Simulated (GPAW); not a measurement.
# BaAlSiH (P3m1): G0W0 with GPAW, start to end

Aim: the G0W0 gap of BaAlSiH (P3m1) on LDA, step by step.

Method: LDA and many-body steps on it, plane waves, in GPAW 26.7.0.

This is a report of a sequence of runs, with the program logs left out and the cost of each run kept.

## 1. The structure

Symmetry: P3m1, No. 156, trigonal system. Conventional cell: a = 4.334 Å, b = 4.334 Å, c = 5.263 Å, α = 90.00°, β = 90.00°, γ = 120.00°. Nearest to Ba lie 3 H at 2.60 Å and 3 Si at 3.47 Å and 3 Al at 3.50 Å. Nearest to Al lie 1 H at 1.74 Å and 3 Si at 2.54 Å. Nearest to Si lie 3 Al at 2.54 Å and 3 H at 3.30 Å and 3 Ba at 3.47 Å. Nearest to H lie 1 Al at 1.74 Å and 3 Ba at 2.60 Å. Farther neighbours, and contacts between anions beyond the nearest, are not listed.

As a file:

```cif
data_structure
_symmetry_space_group_name_H-M 'P3m1'
_symmetry_Int_Tables_number 156
_cell_length_a 4.3342
_cell_length_b 4.3342
_cell_length_c 5.2626
_cell_angle_alpha 90.000
_cell_angle_beta 90.000
_cell_angle_gamma 120.000
_cell_volume 85.62
loop_
_atom_site_label
_atom_site_type_symbol
_atom_site_symmetry_multiplicity
_atom_site_Wyckoff_symbol
_atom_site_fract_x
_atom_site_fract_y
_atom_site_fract_z
_atom_site_occupancy
Ba1 Ba 1 a 0.00000 0.00000 0.00044 1
Al1 Al 1 c 0.66667 0.33333 0.46525 1
Si1 Si 1 b 0.33333 0.66667 0.54231 1
H1 H 1 c 0.66667 0.33333 0.13491 1
```

The cell and positions are those that the Materials Project relaxed with its own functionals (PBE, PBE+U or r2SCAN), kept fixed.

## 2. Ground state

This step: GPAW 26.7.0; DFT, LDA, plane waves, PAW.

The ground-state density comes first.

Contents of run.py:

```python
import json
import numpy as np
from gpaw.mpi import world
from ase import Atoms
from gpaw import GPAW, PW, FermiDirac

atoms = Atoms(['Ba', 'Al', 'Si', 'H'],
    cell=[[4.3342275204, 0.0000000000, 0.0000000000],
      [-2.1671137602, 3.7535511384, 0.0000000000],
      [0.0000000000, 0.0000000000, 5.2625520000]],
    scaled_positions=[[0.0000000000, 0.0000000000, 0.0004360000],
      [0.6666666667, 0.3333333333, 0.4652480000],
      [0.3333333333, 0.6666666667, 0.5423070000],
      [0.6666666667, 0.3333333333, 0.1349100000]],
    pbc=(True, True, True))
calc = GPAW(mode=PW(600),
    xc='LDA',
    kpts={'size': (6, 6, 4), 'gamma': True},
    occupations=FermiDirac(0.001),
    nbands=-8,
    convergence={'density': 1e-6, 'bands': -3},
    maxiter=100,
    txt='gs.txt')
atoms.calc = calc
res = {'energy': atoms.get_potential_energy()}
kpts = calc.get_ibz_k_points()
res['kpts'] = kpts
res['eigenvalues'] = [calc.get_eigenvalues(kpt=k) for k in range(len(kpts))]
res['n_electrons'] = calc.get_number_of_electrons()
calc.write('gs.gpw')

if world.rank == 0:
    with open('result.json', 'w') as f:
        json.dump(res, f, default=lambda x: x.tolist())
```

The run is started by

```sh
> mpirun -n 4 gpaw python run.py
```

It took 8.4 s on 4 MPI ranks of Arm Neoverse V1, shared host; peak memory 0.7 GiB.

This step gave:

- total energy: -17.75 eV
- gap: 0.6909 eV
- k of the valence top: 0, 0, 0.5
- k of the conduction bottom: 0.5, 0.5, 0
- least direct gap: 1.254 eV

The gap is indirect, with the least direct gap 0.56 eV higher.

## 3. Empty states on the mesh, 3×3×2 mesh, 403 bands

The sums over transitions need many empty states on a uniform mesh; this step solves for them.

Contents of run.py:

```python
import json
import numpy as np
from gpaw.mpi import world
from gpaw import GPAW

calc = GPAW('gs.gpw').fixed_density(kpts={'size': (3, 3, 2), 'gamma': True},
    parallel={'domain': 1, 'band': 1},
    txt='nscf.txt')
calc.diagonalize_full_hamiltonian(nbands=403)
calc.write('full.gpw', mode='all')
res = {}
kpts = calc.get_ibz_k_points()
res['kpts'] = kpts
res['eigenvalues'] = [calc.get_eigenvalues(kpt=k) for k in range(len(kpts))]
res['n_electrons'] = calc.get_number_of_electrons()

if world.rank == 0:
    with open('result.json', 'w') as f:
        json.dump(res, f, default=lambda x: x.tolist())
```

The run is started by

```sh
> mpirun -n 4 gpaw python run.py
```

Elapsed: 51 s, on 4 MPI ranks; peak memory 2.8 GiB.

This step gave:

```yaml
gap: 1.067 eV
k_of_the_valence_top: 0, 0, 0.5
k_of_the_conduction_bottom: 0.3333, 0, 0
least_direct_gap: 1.651 eV
k_points_computed: 6
lowest_point_of_the_top_converged_band_above_the_valence_top: 148.8459 eV
```

On this mesh the gap is 1.067 eV. The earlier step found 0.691 eV, so this mesh misses an edge.

## 4. Screening and self-energy, 3×3×2 mesh, 182 bands, screening to 96 eV

Now the one-shot GW correction: screening in the RPA, then the self-energy of the levels asked for.

This step: G0W0 on LDA, plane waves, PAW.

Contents of run.py:

```python
import json
import numpy as np
from gpaw.mpi import world
from gpaw.response.g0w0 import G0W0

gw = G0W0('full.gpw',
    filename='gw',
    kpts=[0, 1, 2],
    bands=(7, 11),
    ecut=96,
    nbands=182,
    integrate_gamma='WS',
    ppa=True)
gw.calculate()
res = {mode: {k: v for k, v in r.items() if k != 'sigma_eskwn'}
       for mode, r in gw.all_results.items()}

if world.rank == 0:
    with open('result.json', 'w') as f:
        json.dump(res, f, default=lambda x: x.tolist())
```

The run is started by

```sh
> mpirun -n 4 gpaw python run.py
```

It took 30 s on 4 MPI ranks; peak memory 1.5 GiB.

Read from the output:

```yaml
g0w0_gap_on_the_mesh: 1.523 eV
least_direct_g0w0_gap_on_the_computed_points: 2.003 eV
z_at_the_valence_top: 0.7666
z_at_the_conduction_bottom: 0.7795
starting_gap_on_the_mesh: 1.067 eV
k_of_the_valence_top: 0, 0, 0.5
k_of_the_conduction_bottom: 0.3333, 0, 0
```

The gap on the mesh goes from 1.07 eV to 1.52 eV, a correction of +0.46 eV. The start differs from the 0.69 eV found before because the two sample other k points.

Limits: finite bands, cutoff and mesh; no spin-orbit coupling; coarse k mesh. v1 is the top filled band, c1 the lowest empty one. The levels before and after the correction (eV, zero at the valence-band top of each column):

|  | conduction bottom | valence top |
| --- | --- | --- |
| Kohn-Sham | 1.07 | 0.00 |
| G0W0 | 1.52 | 0.00 |

```
                    level  energy (eV)
Kohn-Sham    (0 0 0.5) v2       -0.142
Kohn-Sham    (0 0 0.5) v1        0.000
Kohn-Sham    (0 0 0.5) c1        1.651
Kohn-Sham    (0 0 0.5) c2        1.794
Kohn-Sham  (0.333 0 0) v2       -0.991
Kohn-Sham  (0.333 0 0) v1       -0.590
Kohn-Sham  (0.333 0 0) c1        1.067
Kohn-Sham  (0.333 0 0) c2        2.358
     G0W0    (0 0 0.5) v2       -0.168
     G0W0    (0 0 0.5) v1        0.000
     G0W0    (0 0 0.5) c1        2.283
     G0W0    (0 0 0.5) c2        2.423
     G0W0  (0.333 0 0) v2       -1.035
     G0W0  (0.333 0 0) v1       -0.480
     G0W0  (0.333 0 0) c1        1.523
     G0W0  (0.333 0 0) c2        2.910
```

## 5. Where the time went

Times are wall times on 4 MPI ranks of Arm Neoverse V1, shared host, good to a factor of about two.

| step | time | share | memory (GiB) |
| --- | --- | --- | --- |
| ground state | 8.4 s | 9 % | 0.7 |
| empty states on the mesh | 51 s | 57 % | 2.8 |
| screening and self-energy | 30 s | 33 % | 1.5 |

## 6. What came out

```
LDA gap                              : 0.69 eV, indirect
G0W0 gap on the mesh                 : 1.52 eV
G0W0 gap over the zone (rigid shift) : 1.15 eV
GW settings                          : 3×3×2 mesh, 182 bands, screening to 96 eV, Godby-Needs plasmon pole
known limits                         : short of the basis limit; no spin-orbit coupling; coarse k mesh
```

**Reading.** G0W0 moves the gap on the mesh from 1.07 eV to 1.52 eV (+0.46 eV), with Z of 0.77 and 0.78 at the edges. The mesh misses the band edges by 0.38 eV in all; a rigid shift gives 1.15 eV for the zone. The dearest step here is «empty states on the mesh». Bands and cutoff are finite, so the gap stands short of the basis limit, usually by up to a few tenths of an eV; the mesh is an error of its own. The 3×3×2 mesh is coarse for this cell, which bears on the long-range parts of exchange and screening. The many-body steps are scalar-relativistic: spin-orbit coupling is not in them.

[Long decimals in the printed logs are rounded to 6 places.]

[Logs are printed without paths, hosts, clocks, repeated set-up lines and the standing remarks that a program may print on its own settings, such as how far it seeks lower states.]

[Paths, hosts, dates, memory and timing lines, banners, echoed tables and standing remarks are left out of the program output; an Ansatz launch command may be rebuilt from the run's recorded settings. Measured values are a selection of at most five: reports struck by readers or far from the other reports are left out. None is set beside runs whose start may be inverted or whose files or cutoffs have a known fault.]

[Runs of the session that timed out or met a known fault of the program may be left out.]

[Hosts, paths, dates, database ids (printed as entryN), source tags and the programs' standing remarks are cut or masked in the printed files.]

[Where the starting crystal was built by hand or by swapping elements, it need not be the compound's stable phase.]
